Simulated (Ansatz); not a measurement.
# Squeezing and shearing Pnma (COD entry) SnSO4, displaced supercell (96 atoms), part 3 of 3

How stiff is Pnma (COD entry) SnSO4, displaced supercell (96 atoms), and how do its levels respond to strain?

Ansatz 0.2.0; Kohn-Sham DFT, PBEsol, PAW (set soft_2), plane waves.

The cell: 16 Sn, 16 S and 64 O. Only the Γ point is sampled.

So far. Step 9 (Volume -10 %): The relaxation converged after 4 steps, 5.41 eV below its start, with a largest force component of 0.046 eV/Å. Step 9 (Volume -10 %): Volume -10 %: the energy stands 1.44 eV above that of the reference, at a pressure of 3.96 GPa.

### Step 10. Stretched by 1 % along x

The relaxed cell is strained along x alone, which gives the stiffness along x and its coupling to y and z.

Contents of input.yaml:

```yaml
crystal:
  lattice:
    - [8.8119, -0.00044, -0.00014]
    - [-0.00054, 10.86424, 0.00106]
    - [-0.00022, 0.00141, 14.17959]
  atoms:
    [... the 96 atom lines of step 4 ...]
kpoints:
  mp_grid: { grid: [1, 1, 1] }
hamiltonian:
  xc: pbesol
scf:
  occupations: { method: fermi_dirac, width: 0.05 }
output:
  forces: true
  eigenvalues: true
  stress: true
relax:
  f_tol: 0.05
  max_steps: 70
```

Run with:

```sh
$ ansatz run input.yaml --threads 4 --pin off --max-ram 8192MiB --backend cpu --events-out ev --progress --plain --runs-dir out
```

Numbers of over 12 decimals in the logs are rounded to 6 here.

The log of the run:

```text
[...]
Crystal: 96 atoms, lattice volume = 1357.477 Å³
Basis set: ecut = 420 eV, 26565 PW (Γ), exchange–correlation on 120×150×192 points (8 copies of the dense FFT grid, shifted against one another)
Bands: 448, of which v1, the nominal top of the filled ones, is band 352 counted from 1 (351 counted from 0)
Symmetry: 1 space group operations
[...]
k-points: 1
[...]
SCF iter   1: F=—  HF=-145223.582077 eV  |F-HF|=—  |Δ(HF+E_count)|=         —  Δρ=1.05e-2  dr2=1.14e0  ethr=1.77e-3  ⟨swp⟩=6.0  Hψ=1965  notcnv=0  defer=52
[...]
SCF iter   5: F=—  HF=-145223.266766 eV  |F-HF|=—  |Δ(HF+E_count)|=   5.08e-4  Δρ=1.98e-4  dr2=4.31e-4  ethr=1.64e-7  ⟨swp⟩=2.0  Hψ=615  notcnv=0  defer=89
SCF iter   6: F=-145223.266734 eV  HF=-145223.266721 eV  |F-HF|=1.36e-5  |Δ(HF+E_count)|=   4.59e-5  Δρ=4.29e-5  dr2=2.29e-5  ethr=8.88e-9  ⟨swp⟩=10.0  Hψ=2476  notcnv=0
SCF 1 converged in 6 iterations: F = -145223.266734 eV  dr2 = 2.29e-5
[...]
relax step   1: F+E_penalty+E_count = -145223.26673419 eV  Δ(F+E_penalty+E_count) = +0.000e0 eV  max|allowed force component| = 5.869e-1 eV/Å  Δτ_max = 0.0000 Å  (6 SCF iters, dr2 threshold 6.25e-5 eV, accepted)
[...]
relax step   2: F+E_penalty+E_count = -145223.32847345 eV  Δ(F+E_penalty+E_count) = -6.174e-2 eV  max|allowed force component| = 3.754e-1 eV/Å  Δτ_max = 0.0134 Å  (5 SCF iters, dr2 threshold 2.15e-5 eV, accepted)
[...]
relax step   3: F+E_penalty+E_count = -145223.36232681 eV  Δ(F+E_penalty+E_count) = -3.385e-2 eV  max|allowed force component| = 7.541e-2 eV/Å  Δτ_max = 0.0214 Å  (6 SCF iters, dr2 threshold 8.81e-6 eV, accepted)
[...]
relax step   4: F+E_penalty+E_count = -145223.36938656 eV  Δ(F+E_penalty+E_count) = -7.060e-3 eV  max|allowed force component| = 5.914e-3 eV/Å  Δτ_max = 0.0171 Å  (7 SCF iters, accepted)
SCF converged after 7 iterations
Free energy (F): -145223.369387 eV
[...]
Internal energy: -145223.369387 eV  (E = F + TS)
E sigma→0 (E₀):  -145223.369387 eV
Fermi energy:    7.130077 eV
[...]
Σ components = -145223.369387   (vs F -145223.369387, Δ=0.00e0)
--- Forces (eV/Å), atoms counted from 1 ---
  atom   1  Sn     0.00232753    -0.00035017     0.00193746
  atom   2  Sn    -0.00250304    -0.00018704     0.00252104
  atom   3  Sn    -0.00256846    -0.00028796    -0.00240779
  atom   4  Sn     0.00304626    -0.00057541    -0.00323499
[...]
atom  96  O      0.00172440    -0.00245849     0.00061897
  max |Σ_I F_I| component: 2.48e-6 eV/Å
--- Stress (GPa, compression-positive) ---
       -0.373878       0.001111       0.000604
        0.001111      -0.153419      -0.004613
        0.000604      -0.004613      -0.102750
  P = ⅓ Tr σ = -0.2100 GPa (-2.100 kbar)
--- Band table (eV) ---
[...]
--- Relaxed structure (4 steps of the walk, 4 accepted, 0 SCFs on fresh bases) ---
  F+E_penalty+E_count = -145223.36938656 eV   max|allowed force component| = 5.914e-3 eV/Å
  atoms:
    - { symbol: Sn, position: [0.224499, 0.124803, 0.100723] }
    - { symbol: Sn, position: [0.276106, 0.374821, 0.350786] }
    - { symbol: Sn, position: [0.776169, 0.374881, 0.399572] }
    - { symbol: Sn, position: [0.724416, 0.124881, 0.149572] }
[...]
- { symbol: O, position: [0.402105, 0.762796, 0.645241] }
```

The job ended after 63 s (4 threads of Intel Xeon Platinum 8259CL at 2.50GHz (Skylake/Cascade Lake), shared host; peak memory 2 GiB).

The relaxation converged after 4 steps, 0.103 eV below its start, with a largest force component of 0.0059 eV/Å.

Stretched by 1 % along x: the energy stands 0.0182 eV above that of the reference, at a pressure of -0.210 GPa.

### Step 11. Compressed by 1 % along x

The relaxed cell is strained along x alone, which gives the stiffness along x and its coupling to y and z.

input.yaml, the sections that differ from step 10:

```yaml
crystal:
  lattice:
    - [8.6374, -0.00044, -0.00014]
    - [-0.00052, 10.86424, 0.00106]
    - [-0.00022, 0.00141, 14.17959]
  atoms:
    [... the 96 atom lines of step 4 ...]
# kpoints, hamiltonian, scf, output, relax: as in step 10
```

The log of the run:

```text
[...]
Crystal: 96 atoms, lattice volume = 1330.596 Å³
Basis set: ecut = 420 eV, 26051 PW (Γ), exchange–correlation on 120×150×192 points (8 copies of the dense FFT grid, shifted against one another)
Bands: 448, of which v1, the nominal top of the filled ones, is band 352 counted from 1 (351 counted from 0)
Symmetry: 1 space group operations
[...]
k-points: 1
[...]
SCF iter   1: F=—  HF=-145223.595098 eV  |F-HF|=—  |Δ(HF+E_count)|=         —  Δρ=1.06e-2  dr2=1.15e0  ethr=1.77e-3  ⟨swp⟩=5.0  Hψ=1968  notcnv=0  defer=52
[...]
SCF iter   5: F=—  HF=-145223.266538 eV  |F-HF|=—  |Δ(HF+E_count)|=   5.47e-4  Δρ=1.76e-4  dr2=3.31e-4  ethr=1.46e-7  ⟨swp⟩=2.0  Hψ=615  notcnv=0  defer=89
SCF iter   6: F=-145223.266520 eV  HF=-145223.266510 eV  |F-HF|=1.01e-5  |Δ(HF+E_count)|=   2.85e-5  Δρ=4.23e-5  dr2=2.10e-5  ethr=8.88e-9  ⟨swp⟩=10.0  Hψ=2425  notcnv=0
SCF 1 converged in 6 iterations: F = -145223.266520 eV  dr2 = 2.10e-5
[...]
relax step   1: F+E_penalty+E_count = -145223.26651984 eV  Δ(F+E_penalty+E_count) = +0.000e0 eV  max|allowed force component| = 6.469e-1 eV/Å  Δτ_max = 0.0000 Å  (6 SCF iters, dr2 threshold 6.25e-5 eV, accepted)
[...]
relax step   2: F+E_penalty+E_count = -145223.33181366 eV  Δ(F+E_penalty+E_count) = -6.529e-2 eV  max|allowed force component| = 3.975e-1 eV/Å  Δτ_max = 0.0120 Å  (5 SCF iters, dr2 threshold 2.62e-5 eV, accepted)
[...]
relax step   3: F+E_penalty+E_count = -145223.35779979 eV  Δ(F+E_penalty+E_count) = -2.599e-2 eV  max|allowed force component| = 1.312e-1 eV/Å  Δτ_max = 0.0585 Å  (6 SCF iters, dr2 threshold 9.88e-6 eV, accepted)
relax step   4: F+E_penalty+E_count = -145223.37122452 eV  Δ(F+E_penalty+E_count) = -1.342e-2 eV  max|allowed force component| = 5.899e-2 eV/Å  Δτ_max = 0.0407 Å  (8 SCF iters, accepted)
[...]
relax step   5: F+E_penalty+E_count = -145223.37478505 eV  Δ(F+E_penalty+E_count) = -3.561e-3 eV  max|allowed force component| = 3.881e-3 eV/Å  Δτ_max = 0.0088 Å  (7 SCF iters, accepted)
SCF converged after 7 iterations
Free energy (F): -145223.374785 eV
[...]
Internal energy: -145223.374785 eV  (E = F + TS)
E sigma→0 (E₀):  -145223.374785 eV
Fermi energy:    7.412588 eV
[...]
Σ components = -145223.374785   (vs F -145223.374785, Δ=0.00e0)
--- Forces (eV/Å), atoms counted from 1 ---
  atom   1  Sn    -0.00044457    -0.00000590     0.00200952
  atom   2  Sn     0.00043400    -0.00026993     0.00245205
  atom   3  Sn     0.00004699    -0.00038133    -0.00190471
  atom   4  Sn    -0.00033521    -0.00021686    -0.00225749
[...]
atom  96  O      0.00009666     0.00073521    -0.00063372
  max |Σ_I F_I| component: 1.59e-5 eV/Å
--- Stress (GPa, compression-positive) ---
        0.341199       0.001341       0.000584
        0.001341       0.290644      -0.002526
        0.000584      -0.002526       0.066110
  P = ⅓ Tr σ = 0.2327 GPa (2.327 kbar)
--- Band table (eV) ---
[...]
--- Relaxed structure (5 steps of the walk, 5 accepted, 0 SCFs on fresh bases) ---
  F+E_penalty+E_count = -145223.37478505 eV   max|allowed force component| = 3.881e-3 eV/Å
  atoms:
    - { symbol: Sn, position: [0.223232, 0.124748, 0.099323] }
    - { symbol: Sn, position: [0.277338, 0.374769, 0.349354] }
    - { symbol: Sn, position: [0.777384, 0.374908, 0.400937] }
    - { symbol: Sn, position: [0.723227, 0.124878, 0.150942] }
[...]
- { symbol: O, position: [0.405198, 0.762775, 0.645074] }
```

It took 85 s on 4 threads; peak memory 2 GiB.

The relaxation converged after 5 steps, 0.108 eV below its start, with a largest force component of 0.0039 eV/Å.

Compressed by 1 % along x: the energy stands 0.0128 eV above that of the reference, at a pressure of 0.233 GPa.

### Step 12. Sheared by 2 % in xy

A shear of the relaxed cell gives the modulus that volume changes can't reach.

input.yaml, the sections that differ from step 11:

```yaml
crystal:
  lattice:
    - [8.72465, 0.08681, -0.00014]
    - [0.10811, 10.86423, 0.00106]
    - [-0.00021, 0.00141, 14.17959]
  atoms:
    [... the 96 atom lines of step 4 ...]
# kpoints, hamiltonian, scf, output, relax: as in step 11
```

The log of the run:

```text
[...]
Crystal: 96 atoms, lattice volume = 1343.902 Å³
Basis set: ecut = 420 eV, 26275 PW (Γ), exchange–correlation on 120×150×192 points (8 copies of the dense FFT grid, shifted against one another)
Bands: 448, of which v1, the nominal top of the filled ones, is band 352 counted from 1 (351 counted from 0)
Symmetry: 1 space group operations
[...]
k-points: 1
[...]
SCF iter   1: F=—  HF=-145223.586137 eV  |F-HF|=—  |Δ(HF+E_count)|=         —  Δρ=1.05e-2  dr2=1.14e0  ethr=1.77e-3  ⟨swp⟩=5.0  Hψ=1968  notcnv=0  defer=52
[...]
SCF iter   5: F=—  HF=-145223.264363 eV  |F-HF|=—  |Δ(HF+E_count)|=   5.32e-4  Δρ=1.84e-4  dr2=3.69e-4  ethr=1.51e-7  ⟨swp⟩=2.0  Hψ=615  notcnv=0  defer=89
SCF iter   6: F=-145223.264338 eV  HF=-145223.264326 eV  |F-HF|=1.13e-5  |Δ(HF+E_count)|=   3.61e-5  Δρ=4.26e-5  dr2=2.20e-5  ethr=8.88e-9  ⟨swp⟩=10.0  Hψ=2420  notcnv=0
SCF 1 converged in 6 iterations: F = -145223.264338 eV  dr2 = 2.20e-5
[...]
relax step   1: F+E_penalty+E_count = -145223.26433777 eV  Δ(F+E_penalty+E_count) = +0.000e0 eV  max|allowed force component| = 3.374e-1 eV/Å  Δτ_max = 0.0000 Å  (6 SCF iters, dr2 threshold 6.25e-5 eV, accepted)
[...]
relax step   2: F+E_penalty+E_count = -145223.32118811 eV  Δ(F+E_penalty+E_count) = -5.685e-2 eV  max|allowed force component| = 1.112e-1 eV/Å  Δτ_max = 0.0205 Å  (6 SCF iters, dr2 threshold 7.11e-6 eV, accepted)
[...]
relax step   3: F+E_penalty+E_count = -145223.36217322 eV  Δ(F+E_penalty+E_count) = -4.099e-2 eV  max|allowed force component| = 4.650e-2 eV/Å  Δτ_max = 0.0313 Å  (8 SCF iters, accepted)
SCF converged after 8 iterations
Free energy (F): -145223.362173 eV
[...]
Internal energy: -145223.362173 eV  (E = F + TS)
E sigma→0 (E₀):  -145223.362173 eV
Fermi energy:    7.272507 eV
[...]
Σ components = -145223.362173   (vs F -145223.362173, Δ=0.00e0)
--- Forces (eV/Å), atoms counted from 1 ---
  atom   1  Sn     0.00038957    -0.00963480    -0.00127371
  atom   2  Sn     0.00144400     0.00969730    -0.00168382
  atom   3  Sn     0.00032537     0.00926001     0.00203992
  atom   4  Sn    -0.00116703    -0.01012711     0.00176031
[...]
atom  96  O      0.00497717     0.01596187    -0.00110578
  max |Σ_I F_I| component: 3.45e-7 eV/Å
--- Stress (GPa, compression-positive) ---
       -0.016755      -0.243205       0.000773
       -0.243205       0.044209      -0.001922
        0.000773      -0.001922      -0.004829
  P = ⅓ Tr σ = 0.0075 GPa (0.075 kbar)
--- Band table (eV) ---
[...]
--- Relaxed structure (3 steps of the walk, 3 accepted, 0 SCFs on fresh bases) ---
  F+E_penalty+E_count = -145223.36217322 eV   max|allowed force component| = 4.650e-2 eV/Å
  atoms:
    - { symbol: Sn, position: [0.223783, 0.128160, 0.100664] }
    - { symbol: Sn, position: [0.276710, 0.371347, 0.350705] }
    - { symbol: Sn, position: [0.776793, 0.371491, 0.399632] }
    - { symbol: Sn, position: [0.723838, 0.128370, 0.149579] }
[...]
- { symbol: O, position: [0.402900, 0.763603, 0.645712] }
```

The job ended after 48 s (4 threads; peak memory 2 GiB; 2.9 min of CPU time).

The relaxation converged after 3 steps, 0.0978 eV below its start, with a largest force component of 0.046 eV/Å.

Sheared by 2 % in xy: the energy stands 0.0254 eV above that of the reference, at a pressure of 0.00754 GPa.

### Step 13. Pressure against volume

Atoms are relaxed at each volume, in the scaled cell.

```
volume change (%)  volume (Å³/atom)  energy change (meV/atom)  pressure (GPa)  largest move on relaxing (Å)  bonds  gap (eV)
              -10            12.600                     14.99            3.96                          0.13    112                3.70
               -6            13.160                      4.72            1.97                          0.08    112                3.79
               -3            13.580                      1.32            0.84                          0.05    112                3.84
               +0            14.000                      0.00            0.00                             -    112                3.92
               +3            14.420                      0.96           -0.67                          0.04    112                3.98
               +6            14.840                      3.47           -1.26                          0.10    112                4.02
```

### Step 14. Uniaxial strain and shear

Stress (GPa, compression positive) less that of the relaxed cell, atoms relaxed:

```
                   strain      xx      yy      zz      xy  energy change (meV/atom)
 stretched by 1 % along x  -0.340  -0.163  -0.114   0.001                      0.19
compressed by 1 % along x   0.375   0.281   0.055   0.002                      0.13
     sheared by 2 % in xy   0.017   0.035  -0.016  -0.243                      0.26
```

### Step 15. Findings

The bulk modulus, from the slope of pressure against ln V over the three points nearest the relaxed volume, is 25.2 GPa; a quadratic over all points gives a pressure derivative of about 8.0. The curvature of the energy over the same three points gives 29.1 GPa instead, so stress and energy disagree and the modulus is uncertain by that much. The gap goes from 3.70 eV at the smallest volume to 4.02 eV at the largest, +2.0 eV per unit of ln V by a straight line, on the run's k-points. In the Cartesian axes of the cell, finite differences give C11 = 35.8, C12 = 22.2, C13 = 8.44 and C66 = 12.1 GPa (the shear of 2 % is the engineering strain, εxy = 0.01).

Caveats: Strains are finite and relaxations stop at the force tolerance of the input, which can leave moduli too stiff; they are those of a static cell at zero temperature. Volumes are changed with the cell's shape held, so in an anisotropic solid the modulus lies over the one under free hydrostatic load. The program notes that the SCF threshold of the relaxations is loose for the stress.

The DFT runs together took 11 min of wall time.

[Logs are printed without paths, hosts, clocks, repeated set-up lines and the standing remarks that a program may print on its own settings, such as how far it seeks lower states.]

[Hosts, paths, dates, database ids (printed as entryN), source tags and the programs' standing remarks are cut or masked in the printed files.]
